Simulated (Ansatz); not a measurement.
# TiGe (model cell, started as zinc blende): following an unstable mode, part 2 of 3

Aim: this structure of TiGe (model cell, started as zinc blende) is to be tested for unstable modes, and one is followed downhill.

Ansatz 0.2.0; DFT PBE, scalar-relativistic, plane waves, PAW.

So far, highest frequency on path, mesh or solved points (cm⁻¹): step 2 (phonons on a q mesh) 283. Also lowest frequency on the path (cm⁻¹): step 2 -37.8.

The structure was built from a prototype and need not be the compound's stable phase.

## (3) The mode frozen in, largest atomic shift 0 Å

The mode followed lies at q = (0.25, -0.5, -0.25) with frequency 30.6i cm⁻¹ and is 2-fold degenerate, one of the unstable modes though not the softest. At small amplitude the pattern taken leaves space group no. 121 by a symmetry search on the positions. The undistorted cell that holds it gives the zero of energy on the same k mesh.

System of this step: TiGe (model cell, started as zinc blende). It takes space group F-43m (No. 216, cubic). Conventional cell: a = 5.846 Å, b = 5.846 Å, c = 5.846 Å, α = 90.00°, β = 90.00°, γ = 90.00°. Nearest to Ti lie 4 Ge at 2.53 Å. Nearest to Ge lie 4 Ti at 2.53 Å. Farther neighbours, and contacts between anions beyond the nearest, are not listed.

The input, input.yaml:

```yaml
crystal:
  lattice:
    - [0.0, 0.0, -5.8461100778]
    - [5.8461100778, 0.0, 0.0]
    - [2.9230550389, -5.8461100778, -2.9230550389]
  atoms:
    - { symbol: Ti, position: [0.5, 0.5, 0.0] }
    - { symbol: Ti, position: [0.0, 0.0, 0.0] }
    - { symbol: Ti, position: [0.25, 0.75, 0.5] }
    - { symbol: Ti, position: [0.75, 0.25, 0.5] }
    - { symbol: Ge, position: [0.625, 0.625, 0.25] }
    - { symbol: Ge, position: [0.125, 0.125, 0.25] }
    - { symbol: Ge, position: [0.375, 0.875, 0.75] }
    - { symbol: Ge, position: [0.875, 0.375, 0.75] }
kpoints:
  mp_grid: { grid: [6, 6, 6] }
hamiltonian:
  xc: pbe
scf:
  occupations: { method: gaussian, width: 0.01 }
output:
  forces: true
  stress: true
  eigenvalues: true
```

Started as:

```console
$ ansatz run input.yaml --threads 4 --pin off --max-ram 7168MiB --backend cpu --events-out ev --progress --plain --runs-dir out
```

The program printed:

```text
[...]
Crystal: 8 atoms, lattice volume = 199.803 Å³
Basis set: ecut = 420 eV, 3907 PW (Γ), exchange–correlation on 80×80×96 points (8 copies of the dense FFT grid, shifted against one another)
Bands: 63, of which v1, the nominal top of the filled ones, is band 52 counted from 1 (51 counted from 0)
Symmetry: 32 space group operations
[...]
k-points: 30 of 216 (time reversal used)
[...]
k-point 0: bands = [... 48 lower, 6.8768, 6.8768, 7.0287, 7.0287, 7.2744, 7.2868, 7.2868, 8.1276, ... 6 higher]
  k-point 1: bands = [... 48 lower, 6.9002, 6.9002, 6.9140, 6.9140, 7.2824, 7.2824, 7.2954, 8.0591, ... 6 higher]
  k-point 2: bands = [... 48 lower, 6.7826, 6.7826, 6.9903, 6.9903, 7.2758, 7.2758, 7.4112, 7.8717, ... 6 higher]
  k-point 29: bands = [... 48 lower, 6.3962, 6.3962, 6.4772, 6.4772, 8.0377, 8.0377, 8.2190, 8.2190, ... 6 higher]
[key lines of the parts left out:]
SCF converged after 8 iterations
Free energy (F): -27175.243039 eV
Fermi energy:    7.151717 eV
P = ⅓ Tr σ = 0.0000 GPa (0.000 kbar)
```

Wall time 15 s (4 threads of Arm Neoverse N1, shared host); peak memory 0.69 GiB; 57 s of CPU time.

This step gave:

- pressure: 2.12e-5 GPa
- energy from the undistorted cell: 0 meV/atom

The run ends at a pressure of 0.00 GPa.

## (4) The mode frozen in, largest atomic shift 0.6 Å

The atoms are moved along the unstable eigenvector, the largest shift by 0.6 Å, with the cell fixed.

input.yaml, the sections that differ from step 3:

```yaml
crystal:
  lattice:
    - [0.0, 0.0, -5.8461100778]
    - [5.8461100778, 0.0, 0.0]
    - [2.9230550389, -5.8461100778, -2.9230550389]
  atoms:
    - { symbol: Ti, position: [0.5488426581, 0.4511573419, 0.0] }
    - { symbol: Ti, position: [-0.0488426581, 0.0488426581, 0.0] }
    - { symbol: Ti, position: [0.2988426581, 0.7988426581, 0.5] }
    - { symbol: Ti, position: [0.7011573419, 0.2011573419, 0.5] }
    - { symbol: Ge, position: [0.625, 0.625, 0.25] }
    - { symbol: Ge, position: [0.125, 0.125, 0.25] }
    - { symbol: Ge, position: [0.3236838263, 0.8236838263, 0.8526323473] }
    - { symbol: Ge, position: [0.9263161737, 0.4263161737, 0.6473676527] }
# kpoints, hamiltonian, scf, output: as in step 3
```

The program printed:

```text
[...]
Crystal: 8 atoms, lattice volume = 199.803 Å³
Basis set: ecut = 420 eV, 3907 PW (Γ), exchange–correlation on 80×80×96 points (8 copies of the dense FFT grid, shifted against one another)
Bands: 63, of which v1, the nominal top of the filled ones, is band 52 counted from 1 (51 counted from 0)
Symmetry: 8 space group operations
[...]
k-points: 30 of 216 (time reversal used)
[...]
k-point 0: bands = [... 48 lower, 6.4861, 6.6202, 6.8209, 6.8209, 6.9356, 7.5975, 7.6426, 8.2378, ... 6 higher]
  k-point 1: bands = [... 48 lower, 6.5858, 6.6688, 6.9533, 6.9842, 6.9842, 7.5356, 7.6714, 8.1734, ... 6 higher]
  k-point 2: bands = [... 48 lower, 6.7698, 6.7840, 6.9731, 7.4061, 7.4966, 7.4966, 7.7555, 8.0474, ... 6 higher]
  k-point 29: bands = [... 48 lower, 6.7454, 6.8509, 6.8607, 6.9141, 7.7868, 7.9057, 8.0117, 8.2830, ... 6 higher]
[key lines of the parts left out:]
SCF converged after 9 iterations
Free energy (F): -27175.352897 eV
Fermi energy:    7.323967 eV
P = ⅓ Tr σ = -4.3929 GPa (-43.929 kbar)
```

Wall time 14 s (4 threads); peak memory 0.69 GiB.

This step gave:

* pressure: -4.393 GPa
* gap on the k-mesh: 0 eV
* energy from the undistorted cell: -13.71 meV/atom

The energy, extrapolated to zero smearing, is -13.71 meV/atom against the undistorted cell.

The run ends at a pressure of -4.39 GPa, with forces up to 0.32 eV/Å.

## (5) Energy along the mode, all amplitudes (two of the runs are shown above)

An imaginary frequency means negative curvature, so the energy should fall and then rise again as anharmonic terms take over.

This step gave:

| Item | Value |
| --- | --- |
| depth at the lowest point sampled | 13.71 meV/atom |
| largest atomic shift at that point | 0.6 Å |

Table of energy from the parent by largest atomic shift:

```csv
largest atomic shift (Å),energy from the parent (meV/atom)
0.000,0
0.040,-0.079
0.080,-0.316
0.140,-0.971
0.220,-2.74
0.320,-6.48
0.450,-12.5
0.600,-13.7
```

Displacement at unit largest shift by atom:

| atom | x (Å) | y (Å) | z (Å) | size |
| --- | --- | --- | --- | --- |
| Ti1 | -0.48 | 0.00 | -0.48 | 0.67 |
| Ti2 | 0.48 | 0.00 | 0.48 | 0.67 |
| Ti3 | 0.48 | 0.00 | -0.48 | 0.67 |
| Ti4 | -0.48 | 0.00 | 0.48 | 0.67 |
| Ge5 | 0.00 | 0.00 | 0.00 | 0.00 |
| Ge6 | 0.00 | 0.00 | 0.00 | 0.00 |
| Ge7 | 0.00 | -1.00 | 0.00 | 1.00 |
| Ge8 | 0.00 | 1.00 | 0.00 | 1.00 |

The energy still falls at the last step, so the rise lies beyond the steps tried.

## (6) Relaxation from the frozen mode

Starting from the lowest point found, all atoms and the cell are let go, so that strain and other modes of the same symmetry can join in.

input.yaml: that of step 4 with these lines changed.

```diff
@@ -24 +24,6 @@
   eigenvalues: true
+relax:
+  adjacent_minimum: "off"
+  f_tol: 0.002
+  max_steps: 120
+  cell: { stress_tol: 0.03 }
```

The program printed:

```text
[...]
Crystal: 8 atoms, lattice volume = 199.803 Å³
Basis set: ecut = 420 eV, 3907 PW (Γ), exchange–correlation on 80×80×96 points (8 copies of the dense FFT grid, shifted against one another)
Bands: 63, of which v1, the nominal top of the filled ones, is band 52 counted from 1 (51 counted from 0)
Symmetry: 8 space group operations
[...]
k-points: 30 of 216 (time reversal used)
[...]
SCF iter   1: F=—  HF=-27175.365618 eV  |F-HF|=—  |Δ(HF+E_count)|=         —  Δρ=5.65e-3  dr2=9.12e-2  ethr=1.77e-3  ⟨swp⟩=5.9  Hψ=7315  notcnv=0
[...]
SCF iter   9: F=-27175.352897 eV  HF=-27175.352897 eV  |F-HF|=1.76e-8  |Δ(HF+E_count)|=   3.95e-8  Δρ=2.46e-6  dr2=1.41e-8  ethr=9.62e-11  ⟨swp⟩=8.7  Hψ=6467  notcnv=0
SCF 1 converged in 9 iterations: F = -27175.352897 eV  dr2 = 1.41e-8
[...]
relax step   1: F+E_penalty+E_count = -27175.35289723 eV  Δ(F+E_penalty+E_count) = +0.000e0 eV  max|allowed force component| = 2.974e-1 eV/Å  Δτ_max = 0.0000 Å  P = -4.393 GPa  Ω = 199.803 Å³  (9 SCF iters, dr2 threshold 1.00e-7 eV, accepted)
Crystal: 8 atoms, lattice volume = 173.537 Å³
Basis set: ecut = 420 eV, 3411 PW (Γ), exchange–correlation on 80×80×96 points (8 copies of the dense FFT grid, shifted against one another)
[...]
SCF iter   7: F=-27175.906430 eV  HF=-27175.906430 eV  |F-HF|=1.36e-7  |Δ(HF+E_count)|=   4.51e-6  Δρ=1.50e-5  dr2=3.81e-7  ethr=7.69e-10  ⟨swp⟩=5.8  Hψ=7145  notcnv=0
SCF 2 converged in 7 iterations: F = -27175.906430 eV  dr2 = 3.81e-7
[...]
relax step   2: F+E_penalty+E_count = -27175.90643019 eV  Δ(F+E_penalty+E_count) = -5.535e-1 eV  max|allowed force component| = 8.656e-1 eV/Å  Δτ_max = 0.1974 Å  P = +1.144 GPa  Ω = 173.537 Å³  energy of the carried Pulay correction = +2.666e-3 eV  (7 SCF iters, dr2 threshold 8.00e-7 eV, accepted)
Crystal: 8 atoms, lattice volume = 168.883 Å³
Basis set: ecut = 420 eV, 3331 PW (Γ), exchange–correlation on 80×80×96 points (8 copies of the dense FFT grid, shifted against one another)
[...]
SCF iter   7: F=-27176.270290 eV  HF=-27176.270291 eV  |F-HF|=2.05e-7  |Δ(HF+E_count)|=   1.30e-6  Δρ=1.65e-5  dr2=3.77e-7  ethr=7.69e-10  ⟨swp⟩=6.2  Hψ=7211  notcnv=0
SCF 3 converged in 7 iterations: F = -27176.270290 eV  dr2 = 3.77e-7
[...]
relax step   3: F+E_penalty+E_count = -27176.27029049 eV  Δ(F+E_penalty+E_count) = -3.639e-1 eV  max|allowed force component| = 8.216e-1 eV/Å  Δτ_max = 0.1984 Å  P = -0.290 GPa  Ω = 168.883 Å³  energy of the carried Pulay correction = +3.179e-3 eV  (7 SCF iters, dr2 threshold 8.00e-7 eV, accepted)
[... from here on, the SCF cycles and remarks between the steps are left out ...]
relax step   4: F+E_penalty+E_count = -27176.65991223 eV  Δ(F+E_penalty+E_count) = -3.896e-1 eV  max|allowed force component| = 7.199e-1 eV/Å  Δτ_max = 0.1963 Å  P = -0.303 GPa  Ω = 161.551 Å³  energy of the carried Pulay correction = +4.013e-3 eV  (7 SCF iters, dr2 threshold 8.00e-7 eV, accepted)
relax step   5: F+E_penalty+E_count = -27176.92902836 eV  Δ(F+E_penalty+E_count) = -2.691e-1 eV  max|allowed force component| = 3.186e-1 eV/Å  Δτ_max = 0.1986 Å  P = -0.559 GPa  Ω = 156.278 Å³  energy of the carried Pulay correction = +4.634e-3 eV  (7 SCF iters, dr2 threshold 8.00e-7 eV, accepted)
relax step   6: F+E_penalty+E_count = -27177.01442543 eV  Δ(F+E_penalty+E_count) = -8.540e-2 eV  max|allowed force component| = 1.286e0 eV/Å  Δτ_max = 0.1971 Å  P = +0.049 GPa  Ω = 152.732 Å³  energy of the carried Pulay correction = +5.062e-3 eV  (8 SCF iters, dr2 threshold 8.00e-7 eV, accepted)
relax step   7: F+E_penalty+E_count = -27177.12718570 eV  Δ(F+E_penalty+E_count) = -1.128e-1 eV  max|allowed force component| = 1.899e-1 eV/Å  Δτ_max = 0.0986 Å  P = -0.853 GPa  Ω = 154.215 Å³  energy of the carried Pulay correction = +4.882e-3 eV  (7 SCF iters, dr2 threshold 8.00e-7 eV, accepted)
relax step   8: F+E_penalty+E_count = -27177.21251097 eV  Δ(F+E_penalty+E_count) = -8.533e-2 eV  max|allowed force component| = 1.162e-1 eV/Å  Δτ_max = 0.1079 Å  P = +1.500 GPa  Ω = 148.687 Å³  energy of the carried Pulay correction = +5.561e-3 eV  (8 SCF iters, dr2 threshold 8.00e-7 eV, accepted)
relax step   9: F+E_penalty+E_count = -27177.20285336 eV  Δ(F+E_penalty+E_count) = +9.658e-3 eV  max|allowed force component| = 2.552e-1 eV/Å  Δτ_max = 0.1323 Å  P = -0.308 GPa  Ω = 151.130 Å³  energy of the carried Pulay correction = +5.258e-3 eV  (7 SCF iters, dr2 threshold 8.00e-7 eV, rejected (line search))
relax step  10: F+E_penalty+E_count = -27177.23034678 eV  Δ(F+E_penalty+E_count) = -1.784e-2 eV  max|allowed force component| = 1.291e-1 eV/Å  Δτ_max = 0.0597 Å  P = -0.461 GPa  Ω = 151.068 Å³  energy of the carried Pulay correction = +5.266e-3 eV  (12 SCF iters, accepted)
relax step  11: F+E_penalty+E_count = -27177.23542103 eV  Δ(F+E_penalty+E_count) = -5.074e-3 eV  max|allowed force component| = 7.375e-3 eV/Å  Δτ_max = 0.0120 Å  P = +0.051 GPa  Ω = 150.440 Å³  energy of the carried Pulay correction = +5.343e-3 eV  (6 SCF iters, dr2 threshold 8.00e-7 eV, accepted)
relax step  12: F+E_penalty+E_count = -27177.23543014 eV  Δ(F+E_penalty+E_count) = -9.118e-6 eV  max|allowed force component| = 8.317e-4 eV/Å  Δτ_max = 0.0003 Å  P = -0.007 GPa  Ω = 150.545 Å³  energy of the carried Pulay correction = +5.330e-3 eV  (6 SCF iters, dr2 threshold 8.58e-9 eV, accepted)
Basis set: ecut = 420 eV, 2931 PW (Γ), exchange–correlation on 72×72×90 points (8 copies of the dense FFT grid, shifted against one another)
[...]
SCF iter   7: F=-27177.227679 eV  HF=-27177.227679 eV  |F-HF|=7.28e-12  |Δ(HF+E_count)|=  1.46e-11  Δρ=1.41e-7  dr2=2.48e-11  ethr=1.00e-12  ⟨swp⟩=5.1  Hψ=7215  notcnv=0
SCF 13 converged in 7 iterations: F = -27177.227679 eV  dr2 = 2.48e-11
relax step  13: F+E_penalty+E_count = -27177.22767903 eV  Δ(F+E_penalty+E_count) = +7.751e-3 eV  max|allowed force component| = 1.217e-3 eV/Å  Δτ_max = 0.0000 Å  P = -0.000 GPa  Ω = 150.545 Å³  stress off target by 3.55e-3 GPa  SCF on the basis re-selected at this cell (its energy is not comparable with the rows above)  (7 SCF iters)
basis re-selected at this cell: Δ(F+E_penalty+E_count) = +7.751e-3 eV, ΔP = +0.006 GPa vs the last step (what re-selecting the basis moved, of the pressure what is left beyond the Pulay correction that the steps carried, after the strain that the cell walked since its last selection, with what the two solves' SCF thresholds leave and, on support functions, any second-order correction that the steps lacked; it is no measure of the basis error at this ecutwfc). The dense FFT grid was sized anew with the basis: this SCF ran on 36×36×45 points, the steps before it on 40×40×48, so part of this shift can come from that change (see relax.cell in the input reference). [rest of the remark cut]
SCF converged after 7 iterations
Free energy (F): -27177.227679 eV
[...]
Internal energy: -27177.226767 eV  (E = F + TS)
E sigma→0 (E₀):  -27177.227223 eV
Entropy (-TS):   -0.000912 eV (-0.114 meV/atom)
Fermi energy:    11.286440 eV
[...]
--- Forces (eV/Å), atoms counted from 1 ---
  atom   1  Ti     0.00121701    -0.00029939     0.00121701
  atom   2  Ti    -0.00121701    -0.00029939    -0.00121701
  atom   3  Ti    -0.00121701     0.00029939     0.00121701
  atom   4  Ti     0.00121701     0.00029939    -0.00121701
  atom   5  Ge     0.00000000     0.00000000     0.00000000
  atom   6  Ge    -0.00000000    -0.00000000    -0.00000000
  atom   7  Ge     0.00000000    -0.00027621    -0.00000000
  atom   8  Ge    -0.00000000     0.00027621     0.00000000
  max |Σ_I F_I| component: 5.03e-17 eV/Å
--- Stress (GPa, compression-positive) ---
        0.001292      -0.000000      -0.000000
       -0.000000      -0.003555       0.000000
       -0.000000       0.000000       0.001292
  P = ⅓ Tr σ = -0.0003 GPa (-0.003 kbar)
--- Band table (eV; the first three rows and the last of 30) ---
  k-point 0: bands = [... 48 lower, 10.6066, 10.8863, 11.1951, 11.3308, 11.3492, 11.5417, 11.5511, 11.5511, ... 7 higher]
  k-point 1: bands = [... 48 lower, 10.4753, 10.4753, 11.0491, 11.2505, 11.5009, 11.7010, 11.7010, 11.9105, ... 7 higher]
  k-point 2: bands = [... 48 lower, 10.4608, 10.4608, 10.9441, 11.0794, 11.4120, 11.8355, 11.8355, 12.5251, ... 7 higher]
  k-point 29: bands = [... 48 lower, 11.1279, 11.1516, 11.1888, 11.4414, 11.4479, 11.5073, 11.6373, 11.8680, ... 7 higher]
--- Relaxed structure (12 steps of the walk, 11 accepted, 1 SCFs on fresh bases) ---
  F+E_penalty+E_count = -27177.22767903 eV   max|allowed force component| = 1.217e-3 eV/Å   (the final SCF, on the basis selected at the relaxed cell)
  cell:  # Å, volume = 150.5451 Å³
    - [0.0, 0, -5.262688]
    - [5.262688, 0, 0.0]
    - [2.631344, -5.435647, -2.631344]
  atoms:
    - { symbol: Ti, position: [0.622461, 0.473773, -0.096233] }
    - { symbol: Ti, position: [-0.026227, 0.122461, -0.096233] }
    - { symbol: Ti, position: [0.276227, 0.776227, 0.596233] }
    - { symbol: Ti, position: [0.627539, 0.127539, 0.596233] }
    - { symbol: Ge, position: [0.625, 0.625, 0.250000] }
    - { symbol: Ge, position: [0.125, 0.125, 0.250000] }
    - { symbol: Ge, position: [0.240855, 0.740855, 1.018291] }
    - { symbol: Ge, position: [1.009145, 0.509145, 0.481709] }
```

The job ended after 6.3 min (4 threads; peak memory 0.76 GiB).

(Part 2 of 3 ends here.)

[Long decimals in the printed logs are rounded to 6 places.]

[Logs are printed without paths, hosts, clocks, repeated set-up lines and the standing remarks that a program may print on its own settings, such as how far it seeks lower states.]

[Hosts, paths, dates, database ids (printed as entryN), source tags and the programs' standing remarks are cut or masked in the printed files.]

[Where the starting crystal was built by hand or by swapping elements, it need not be the compound's stable phase.]
